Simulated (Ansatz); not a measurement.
# Grüneisen parameters and expansion of Ca2Ir (hypothetical, Fm-3m)

Wanted: mode Grüneisen parameters of Ca2Ir (hypothetical) and a free-energy fit over volumes. The crystal structure is hypothetical: it was made by swapping elements on a known structure type.

Method: DFT PBE, scalar-relativistic, plane waves, PAW, in Ansatz 0.2.0.

## (1) The structure

The structure is cubic, space group Fm-3m (No. 225). Conventional cell: a = 6.755 Å, b = 6.755 Å, c = 6.755 Å, α = 90.00°, β = 90.00°, γ = 90.00°. Ca has 4 Ir at 2.93 Å nearest. Nearest to Ir lie 8 Ca at 2.93 Å. Farther neighbours are not listed.

As a file:

```cif
data_structure
_symmetry_space_group_name_H-M 'P 1'
_symmetry_Int_Tables_number 1
_cell_length_a 4.7766
_cell_length_b 4.7766
_cell_length_c 4.7766
_cell_angle_alpha 60.000
_cell_angle_beta 60.000
_cell_angle_gamma 60.000
_cell_volume 77.06
loop_
_atom_site_label
_atom_site_type_symbol
_atom_site_fract_x
_atom_site_fract_y
_atom_site_fract_z
_atom_site_occupancy
Ca1 Ca 0.75000 0.75000 0.75000 1
Ca2 Ca 0.25000 0.25000 0.25000 1
Ir3 Ir 0.00000 0.00000 0.00000 1
```

## (2) Probe on a coarse mesh

Before spending time, one coarse run tells the gap and the pressure of the starting cell.

File input.yaml:

```yaml
crystal:
  lattice:
    - [0.0, 3.37757, 3.37757]
    - [3.37757, 0.0, 3.37757]
    - [3.37757, 3.37757, 0.0]
  atoms:
    - { symbol: Ca, position: [0.75, 0.75, 0.75] }
    - { symbol: Ca, position: [0.25, 0.25, 0.25] }
    - { symbol: Ir, position: [0.0, 0.0, 0.0] }
kpoints:
  mp_grid: { grid: [6, 6, 6] }
hamiltonian:
  xc: pbe
scf:
  occupations: { method: gaussian, width: 0.1 }
output:
  forces: true
  stress: true
  eigenvalues: true
```

Command:

```
$ ansatz run input.yaml --threads 4 --pin off --max-ram 8192MiB --backend cpu --events-out ev --progress --plain --runs-dir out
```

Numbers of over 12 decimals in the logs are rounded to 6 here.

The program printed:

```text
Engine: ansatz 0.2.0, aarch64-unknown-linux-gnu
Pseudopotentials: kind: paw
Pseudopotential: Ca, paw, valence charge 10, recommended cutoff 420 eV (normal), Ca.paw.azcp
Pseudopotential: Ir, paw, valence charge 17, recommended cutoff 420 eV (normal), Ir.paw.azcp
Functional definition: PBE
  parameter kappa = 0.804
  parameter beta = 0.066725
  exchange = pbe_x(kappa = kappa, mu = beta*pi^2/3)
  correlation = pbe_c(beta = beta)
Crystal: 3 atoms, lattice volume = 77.062 Å³
Basis set: ecut = 420 eV, 1459 PW (Γ), exchange–correlation on 64×64×64 points (8 copies of the dense FFT grid, shifted against one another)
Bands: 23, of which v1, the nominal top of the filled ones, is band 19 counted from 1 (18 counted from 0)
Symmetry: 48 space group operations
Space group: Fm-3m (ITA 225), of the structure as read, at distance tolerance 4.3e-5 Å
k-points: 16 of 216
Non-local potential: Ca, projectors of the file, l = 0: 3, l = 1: 2, l = 2: 2
Non-local potential: Ir, projectors of the file, l = 0: 3, l = 1: 2, l = 2: 2, l = 3: 1
PAW form: soft (Blöchl's): semilocal exchange-correlation on the pseudo side does not see the compensation charge
PAW one-centre angular grid: Ca, 110 points (default); XC on 64 Gauss nodes
PAW one-centre angular grid: Ir, 590 points (default); XC on 64 Gauss nodes
Initial density: superposition of atomic densities (neutral atoms: chi_scale 0, normalization atom), corrected by the library's trained network
Initial wavefunctions: pseudopotential atomic-orbital guess
Functional: x = pbe(κ = 0.804, μ = 0.219515), c = pbe(β = 0.066725)
SCF iter   1: F=—  HF=-15569.605538 eV  |F-HF|=—  |Δ(HF+E_count)|=         —  Δρ=4.82e-3  dr2=1.33e-2  ethr=1.77e-3  ⟨swp⟩=6.4  Hψ=1678  notcnv=0
preconditioner: auto → none  [insulator: Δε(μ)=0.164 eV  Ē_g=3.891 eV  σ=0.100 eV  W_gap=0.50  n_scr=14 (ndim 8)  ℏωp=15.3 eV  f_vac=0.007  D(μ)=2.44/eV (n_scr^D=14)  ε∞_Penn≈16.4]
SCF iter   2: F=—  HF=-15569.603772 eV  |F-HF|=—  |Δ(HF+E_count)|=   1.77e-3  Δρ=2.15e-3  dr2=2.06e-3  ethr=3.60e-5  ⟨swp⟩=1.9  Hψ=535  notcnv=0
SCF iter   3: F=—  HF=-15569.603775 eV  |F-HF|=—  |Δ(HF+E_count)|=   3.01e-6  Δρ=3.44e-4  dr2=1.12e-4  ethr=5.56e-6  ⟨swp⟩=2.0  Hψ=469  notcnv=0
SCF iter   4: F=—  HF=-15569.603775 eV  |F-HF|=—  |Δ(HF+E_count)|=   9.23e-8  Δρ=2.02e-4  dr2=7.16e-5  ethr=3.03e-7  ⟨swp⟩=2.0  Hψ=470  notcnv=0
SCF iter   5: F=—  HF=-15569.603752 eV  |F-HF|=—  |Δ(HF+E_count)|=   2.28e-5  Δρ=7.09e-5  dr2=9.38e-6  ethr=1.93e-7  ⟨swp⟩=2.0  Hψ=413  notcnv=0
SCF iter   6: F=—  HF=-15569.603751 eV  |F-HF|=—  |Δ(HF+E_count)|=   1.27e-6  Δρ=2.13e-5  dr2=8.39e-7  ethr=2.53e-8  ⟨swp⟩=2.0  Hψ=427  notcnv=0
SCF iter   7: F=-15569.603751 eV  HF=-15569.603751 eV  |F-HF|=2.15e-8  |Δ(HF+E_count)|=   1.18e-7  Δρ=3.57e-6  dr2=2.39e-8  ethr=2.70e-10  ⟨swp⟩=4.1  Hψ=1363  notcnv=0
SCF 1 converged in 7 iterations: F = -15569.603751 eV  dr2 = 2.39e-8
  greatest PAW one-centre occupation: 1.000 electrons in one spin orbital (limit 2), on the Ir atom at site 2 (counted from 0), in its partial waves of l = 0
SCF converged after 7 iterations
Free energy (F): -15569.603751 eV
Harris-Foulkes:  -15569.603751 eV  (|F-HF|=2.15e-8)
Internal energy: -15569.591580 eV  (E = F + TS)
E sigma→0 (E₀):  -15569.597665 eV
Entropy (-TS):   -0.012170 eV (-4.057 meV/atom)
Fermi energy:    9.569741 eV
--- Per-component energies (eV) ---
  E_band       = -549.544237
  E_kinetic    = 1185.569252
  E_local      = -3611.027050  (includes V_loc(G=0)·N_el)
  E_nonlocal   = 204.676359
  E_hartree    = 1338.883217
  E_xc         = -543.121288
  E_vxc        = -643.262557  (∫ρ·V_xc dr)
  E_paw        = -10941.478836  (= ΣΔE_a)
  E_vpaw       = -363.273900  (= ΣTr[D̂ρ^β])
  E_aug_tail   = 0.000046  (compensation charges beyond the density's cutoff)
  E_ewald      = -3203.093280
  E_smearing   = -0.012170  (= −TS)
  E_closure    = -0.000000  (closes the sum)
  Σ components = -15569.603751   (vs F -15569.603751, Δ=0.00e0)
--- Forces (eV/Å), atoms counted from 1 ---
  atom   1  Ca     0.00000000     0.00000000     0.00000000
  atom   2  Ca     0.00000000    -0.00000000     0.00000000
  atom   3  Ir    -0.00000000     0.00000000    -0.00000000
  max |Σ_I F_I| component: 2.31e-18 eV/Å
--- Stress (GPa, compression-positive) ---
        2.946593      -0.000000       0.000000
       -0.000000       2.946593       0.000000
       -0.000000      -0.000000       2.946593
  P = ⅓ Tr σ = 2.9466 GPa (29.466 kbar)
--- Band table (eV; the first three rows and the last of 16) ---
  k-point 0: bands = [... 15 lower, 8.2545, 8.2545, 8.2545, 10.6455, 10.6455, 10.6455, 13.1449, 13.1449]
  k-point 1: bands = [... 15 lower, 8.1785, 8.2389, 8.2389, 10.1760, 10.8519, 10.8519, 13.1409, 13.1409]
  k-point 2: bands = [... 15 lower, 8.0743, 8.2223, 8.2223, 9.2099, 11.3180, 11.3180, 13.2439, 13.2439]
  k-point 15: bands = [... 15 lower, 7.8963, 8.2769, 8.4455, 9.5700, 11.0778, 11.5283, 12.3999, 12.6637]
```

It took 1.6 s on 4 threads of Arm Neoverse N1, shared host; peak memory 0.33 GiB.

This step gave:

- pressure: 2.947 GPa
- volume per atom: 25.69 Å³
- gap on the k-mesh: 0 eV

The start is under 2.9 GPa at this level and looks like a metal on this mesh.

## (3) Relaxation

Phonons are second derivatives about a minimum, so cell and atoms are relaxed first, inside the symmetry of the start.

input.yaml, the sections that differ from step 2:

```yaml
kpoints:
  mp_grid: { grid: [12, 12, 12] }
output:
  forces: true
  stress: true
  eigenvalues: true
  write_density: true
  write_potential: true
  elf: true
  volumetric_format: npy
relax:
  adjacent_minimum: "off"
  f_tol: 0.005
  max_steps: 80
  cell: { stress_tol: 0.05 }
# crystal, hamiltonian, scf: as in step 2
```

The program printed:

```text
[...]
Crystal: 3 atoms, lattice volume = 77.062 Å³
Basis set: ecut = 420 eV, 1459 PW (Γ), exchange–correlation on 64×64×64 points (8 copies of the dense FFT grid, shifted against one another)
Bands: 23, of which v1, the nominal top of the filled ones, is band 19 counted from 1 (18 counted from 0)
Symmetry: 48 space group operations
[...]
k-points: 72 of 1728
[...]
SCF iter   1: F=—  HF=-15569.597661 eV  |F-HF|=—  |Δ(HF+E_count)|=         —  Δρ=4.83e-3  dr2=1.45e-2  ethr=1.77e-3  ⟨swp⟩=6.9  Hψ=7784  notcnv=0
[...]
SCF iter   8: F=-15569.595923 eV  HF=-15569.595923 eV  |F-HF|=1.60e-8  |Δ(HF+E_count)|=   1.10e-8  Δρ=3.18e-6  dr2=1.92e-8  ethr=2.70e-10  ⟨swp⟩=8.0  Hψ=9058  notcnv=0
SCF 1 converged in 8 iterations: F = -15569.595923 eV  dr2 = 1.92e-8
[...]
relax step   1: F+E_penalty+E_count = -15569.59592344 eV  Δ(F+E_penalty+E_count) = +0.000e0 eV  max|allowed force component| = 1.079e-17 eV/Å  Δτ_max = 0.0000 Å  P = +2.965 GPa  Ω = 77.062 Å³  (8 SCF iters, dr2 threshold 1.00e-7 eV, accepted)
Crystal: 3 atoms, lattice volume = 83.075 Å³
Basis set: ecut = 420 eV, 1639 PW (Γ), exchange–correlation on 64×64×64 points (8 copies of the dense FFT grid, shifted against one another)
[...]
iter 1 solved again at ethr=1.44e-4 eV; its pass at ethr=3.10e-3 eV (dr2=5.33e-2 eV) is discarded
[...]
SCF iter   7: F=-15569.630226 eV  HF=-15569.630226 eV  |F-HF|=3.26e-10  |Δ(HF+E_count)|=   1.38e-6  Δρ=8.16e-6  dr2=7.93e-8  ethr=8.11e-10  ⟨swp⟩=9.4  Hψ=10898  notcnv=0
SCF 2 converged in 7 iterations: F = -15569.630226 eV  dr2 = 7.93e-8
relax step   2: F+E_penalty+E_count = -15569.63022580 eV  Δ(F+E_penalty+E_count) = -3.430e-2 eV  max|allowed force component| = 1.503e-17 eV/Å  Δτ_max = 0.0000 Å  P = -0.875 GPa  Ω = 83.075 Å³  energy of the carried Pulay correction = -5.627e-4 eV  (7 SCF iters, dr2 threshold 3.00e-7 eV, accepted)
Crystal: 3 atoms, lattice volume = 81.624 Å³
[...]
SCF iter   6: F=-15569.634697 eV  HF=-15569.634697 eV  |F-HF|=4.65e-8  |Δ(HF+E_count)|=   2.49e-7  Δρ=8.17e-6  dr2=6.99e-8  ethr=8.11e-10  ⟨swp⟩=9.0  Hψ=10525  notcnv=0
SCF 3 converged in 6 iterations: F = -15569.634697 eV  dr2 = 6.99e-8
relax step   3: F+E_penalty+E_count = -15569.63469738 eV  Δ(F+E_penalty+E_count) = -4.472e-3 eV  max|allowed force component| = 1.195e-17 eV/Å  Δτ_max = 0.0000 Å  P = -0.071 GPa  Ω = 81.624 Å³  energy of the carried Pulay correction = -4.307e-4 eV  (6 SCF iters, dr2 threshold 3.00e-7 eV, accepted)
[...]
relax step   4: F+E_penalty+E_count = -15569.63473627 eV  Δ(F+E_penalty+E_count) = -3.889e-5 eV  max|allowed force component| = 1.581e-17 eV/Å  Δτ_max = 0.0000 Å  P = +0.002 GPa  Ω = 81.498 Å³  energy of the carried Pulay correction = -4.191e-4 eV  (5 SCF iters, dr2 threshold 1.27e-8 eV, accepted)
Basis set: ecut = 420 eV, 1639 PW (Γ), exchange–correlation on 72×72×72 points (8 copies of the dense FFT grid, shifted against one another)
[...]
SCF iter   1: F=—  HF=-15569.634842 eV  |F-HF|=—  |Δ(HF+E_count)|=         —  Δρ=1.80e-4  dr2=1.13e-6  ethr=5.36e-6  ⟨swp⟩=2.9  Hψ=11521  notcnv=0
eigensolver tolerance schedule: the retry pair's looser diagonalisation over-reported the residual by 1754.74 of it (diagonalisation noise at an unbounded share of the residual, at the tolerance the schedule requests for it); recorded, not acted on — ethr = c·dr2/N_el stays at c = 1.0e-1
[...]
SCF iter   2: F=—  HF=-15569.635027 eV  |F-HF|=—  |Δ(HF+E_count)|=   1.85e-4  Δρ=9.13e-5  dr2=2.81e-7  ethr=3.05e-9  ⟨swp⟩=2.0  Hψ=2975  notcnv=0
[...]
SCF iter   6: F=-15569.635091 eV  HF=-15569.635091 eV  |F-HF|=1.46e-11  |Δ(HF+E_count)|=  1.46e-10  Δρ=1.24e-7  dr2=2.32e-11  ethr=1.00e-12  ⟨swp⟩=4.4  Hψ=7149  notcnv=0
SCF 5 converged in 6 iterations: F = -15569.635091 eV  dr2 = 2.32e-11
relax step   5: F+E_penalty+E_count = -15569.63509140 eV  Δ(F+E_penalty+E_count) = -3.551e-4 eV  max|allowed force component| = 1.542e-17 eV/Å  Δτ_max = 0.0000 Å  P = -0.002 GPa  Ω = 81.498 Å³  stress off target by 1.96e-3 GPa  SCF on the basis re-selected at this cell (its energy is not comparable with the rows above)  (6 SCF iters)
basis re-selected at this cell: Δ(F+E_penalty+E_count) = -3.551e-4 eV, ΔP = -0.004 GPa vs the last step (what re-selecting the basis moved, of the pressure what is left beyond the Pulay correction that the steps carried, after the strain that the cell walked since its last selection, with what the two solves' SCF thresholds leave and, on support functions, any second-order correction that the steps lacked; it is no measure of the basis error at this ecutwfc). The dense FFT grid was sized anew with the basis: this SCF ran on 36×36×36 points, the steps before it on 32×32×32, so part of this shift can come from that change (see relax.cell in the input reference). [rest of the remark cut]
SCF converged after 6 iterations
Free energy (F): -15569.635091 eV
[...]
Internal energy: -15569.620982 eV  (E = F + TS)
E sigma→0 (E₀):  -15569.628037 eV
Entropy (-TS):   -0.014110 eV (-4.703 meV/atom)
Fermi energy:    8.875261 eV
[...]
--- Stress (GPa, compression-positive) ---
       -0.001960       0.000000       0.000000
        0.000000      -0.001960       0.000000
        0.000000       0.000000      -0.001960
  P = ⅓ Tr σ = -0.0020 GPa (-0.020 kbar)
--- Band table (eV; the first three rows and the last of 72) ---
  k-point 0: bands = [... 15 lower, 7.6576, 7.6576, 7.6576, 10.0165, 10.0165, 10.0165, 12.3519, 12.3519]
  k-point 1: bands = [... 15 lower, 7.6390, 7.6550, 7.6550, 9.8809, 10.0654, 10.0654, 12.3495, 12.3495]
  k-point 2: bands = [... 15 lower, 7.5922, 7.6492, 7.6492, 9.5331, 10.2034, 10.2034, 12.3505, 12.3505]
  k-point 71: bands = [... 15 lower, 7.1865, 7.7151, 7.8193, 9.5336, 9.5336, 10.6673, 11.9256, 12.0608]
--- Relaxed structure (4 steps of the walk, 4 accepted, 1 SCFs on fresh bases) ---
  F+E_penalty+E_count = -15569.63509140 eV   max|allowed force component| = 1.542e-17 eV/Å   (the final SCF, on the basis selected at the relaxed cell)
  cell:  # Å, volume = 81.4977 Å³
    - [0, 3.441162, 3.441162]
    - [3.441162, 0, 3.441162]
    - [3.441162, 3.441162, 0]
  atoms:
    - { symbol: Ca, position: [0.75, 0.75, 0.75] }
    - { symbol: Ca, position: [0.25, 0.25, 0.25] }
    - { symbol: Ir, position: [0, 0, 0] }
```

Run time: 18 s. Hardware: 4 threads; peak memory 0.46 GiB; 70 s of CPU time.

Step by step:

| step | energy less that of the first step (eV) | largest force component (eV/Å) | pressure (GPa) | volume (Å³) |
| --- | --- | --- | --- | --- |
| 1 | 0.0000 | 0.0000 | 2.97 | 77.06 |
| 2 | -0.0343 | 0.0000 | -0.88 | 83.08 |
| 3 | -0.0388 | 0.0000 | -0.07 | 81.62 |
| 4 | -0.0388 | 0.0000 | 0.00 | 81.50 |
| 5* | -0.0392 | 0.0000 | 0.00 | 81.50 |

Relaxation steps marked * repeat the geometry before them on a plane-wave basis chosen anew for their cell, so energy and pressure can jump there.

Forces are held to the 48 operations that the run works with; a distortion that breaks them can't arise in this run.

| conventional cell, symmetrised | before | after | change |
| --- | --- | --- | --- |
| a (Å) | 6.755 | 6.882 | +1.9 % |
| b (Å) | 6.755 | 6.882 | +1.9 % |
| c (Å) | 6.755 | 6.882 | +1.9 % |
| volume (Å³/atom) | 25.69 | 27.17 | +5.8 % |

The relaxed structure:

```xyz
3
Lattice="0.0000 3.4412 3.4412 3.4412 0.0000 3.4412 3.4412 3.4412 0.0000" Properties=species:S:1:pos:R:3 pbc="T T T"
Ca    5.1617    5.1617    5.1617
Ca    1.7206    1.7206    1.7206
Ir    0.0000    0.0000    0.0000
```

This step gave:

| Quantity | Value |
| --- | --- |
| pressure | -0.001960 GPa |
| volume per atom | 27.17 Å³ |

Valence density in the ac plane of a cell with a along [110], b along [-110] and c along [001] of the cube at fractional y = 0.000, with atoms of Ca and Ir within 0.2 Å of it. It is the smooth field of the valence electrons, not physical close to the nuclei.

Ten even steps from '_' (0.0 e/Å³) to '@' (8.9 e/Å³), each cell a mean:
```
@@**..________________::**@@%%--__________________==%%
==::____________________::==--..__________________..==
..__________....__________..__________......__________
__________::++++::__________________..--++--..________
__________--##**--__________________..++##++..________
__________::++++::__________________..==++==..________
____________....______________________......__________
______________________________________________________
______________________________________________________
______________________________________________________
______________________________________________________
______________________________________________________
__________..----..____________________::--::__________
__________--****--__________________..++**++..________
__________--****--__________________..++##++..________
__________..----..____________________::--::__________
::..____________________..::..______________________..
##==..________________..==##**::__________________::**
@@##::________________::##@@@@==..______________..==@@
```
Columns run along a (9.7 Å), rows up along c (6.9 Å), edges of the conventional cell, whose origin can differ from the input's. Atoms in or near the plane, at fractional coordinates: Ca at (0.25, 0.75), Ca at (0.75, 0.75), Ca at (0.25, 0.25), Ca at (0.75, 0.25), Ir at (0.00, 0.00), Ir at (0.50, 0.00).

ELF in the ac plane of a cell with a along [110], b along [-110] and c along [001] of the cube at fractional y = 0.000, with atoms of Ca and Ir within 0.2 Å of it. It is the smooth field of the valence electrons, not physical close to the nuclei.

Ten even steps from '_' (0.05) to '@' (0.85), each cell a mean:
```
**##++==--..____..--==++##**##**====::______::====****
**++==--..__::::....--==******++--::__..::....::==++**
==----::..++%%%%++..::--====------..::##%%**::..----==
--==--..--@@@@@@%%--..--==----==::..##@@@@@@**..::----
====::__++@@@@@@@@++__::======--__::%%@@@@@@%%::..--==
--::..__++@@@@@@@@==__..::----::__::##@@@@@@##..__::--
::..____::**%%%%**..____..::::..____==##%%##--____..::
....______..::::________........______..::..______....
........____________..............______________......
..........________..................__________........
......________________..........__________________....
....______--++++--______........____..==++==..____....
::::____--%%@@@@%%--____::::::..__..**@@@@@@**..__..::
==--..__++@@@@@@@@++__..--==--::__::%%@@@@@@%%::__::--
====::..++@@@@@@@@++__::======--..::%%@@@@@@%%::..--==
------..::##@@@@##::..----------::..++@@@@@@++..::----
++====::..::++++::..--====++++==--....==**==....--==++
##**==--::..______::--==**####**==--..______..--==**##
++##++====::____::====++##++****====--..__..--====##**
```
Columns run along a (9.7 Å), rows up along c (6.9 Å), edges of the conventional cell, whose origin can differ from the input's. Atoms in or near the plane, at fractional coordinates: Ca at (0.25, 0.75), Ca at (0.75, 0.75), Ca at (0.25, 0.25), Ca at (0.75, 0.25), Ir at (0.00, 0.00), Ir at (0.50, 0.00).

Electrostatic potential energy in the ac plane of a cell with a along [110], b along [-110] and c along [001] of the cube at fractional y = 0.000, with atoms of Ca and Ir within 0.2 Å of it. With pseudopotentials it is smooth inside the atoms' cores, unlike the true potential.

Values in eV, 10 rows by 16 columns, each cell a mean:
```
-47 -10   9   7   6   9  -1 -40 -47 -10   9   7   6   9  -1 -40
  2   8   3 -20 -26  -1   8   3   2   8   3 -20 -26  -1   8   3
 12  10  -2 -45 -54 -11   8  12  12  10  -2 -45 -54 -11   8  12
 12  11   5 -11 -15   2  10  12  12  11   5 -11 -15   2  10  12
 13  12  10   8   8  10  12  13  13  12  10   8   8  10  12  13
 13  12  10   7   6   9  11  13  13  12  10   7   6   9  11  13
 12  11   3 -20 -26  -2   9  12  12  11   3 -20 -26  -2   9  12
 11  10  -2 -45 -54 -11   8  11  11  10  -2 -45 -54 -11   8  11
 -8   5   5 -11 -15   2   7  -4  -8   5   5 -11 -15   2   7  -4
-54 -15   9   8   8   9  -4 -48 -54 -15   9   8   8   9  -4 -48
```
Columns run along a (9.7 Å; values clipped at the 3rd and 97th percentile), rows up along c (6.9 Å), edges of the conventional cell, whose origin can differ from the input's. Atoms in or near the plane, at fractional coordinates: Ca at (0.25, 0.75), Ca at (0.75, 0.75), Ca at (0.25, 0.25), Ca at (0.75, 0.25), Ir at (0.00, 0.00), Ir at (0.50, 0.00).

The relaxation ends with a pressure of 0.00 GPa.

[end of part 1 of 4]

[Logs are printed without paths, hosts, clocks, repeated set-up lines and the standing remarks that a program may print on its own settings, such as how far it seeks lower states.]

[Hosts, paths, dates, database ids (printed as entryN), source tags and the programs' standing remarks are cut or masked in the printed files.]

[A step with changed settings may run another functional than the one named; its input shows which.]


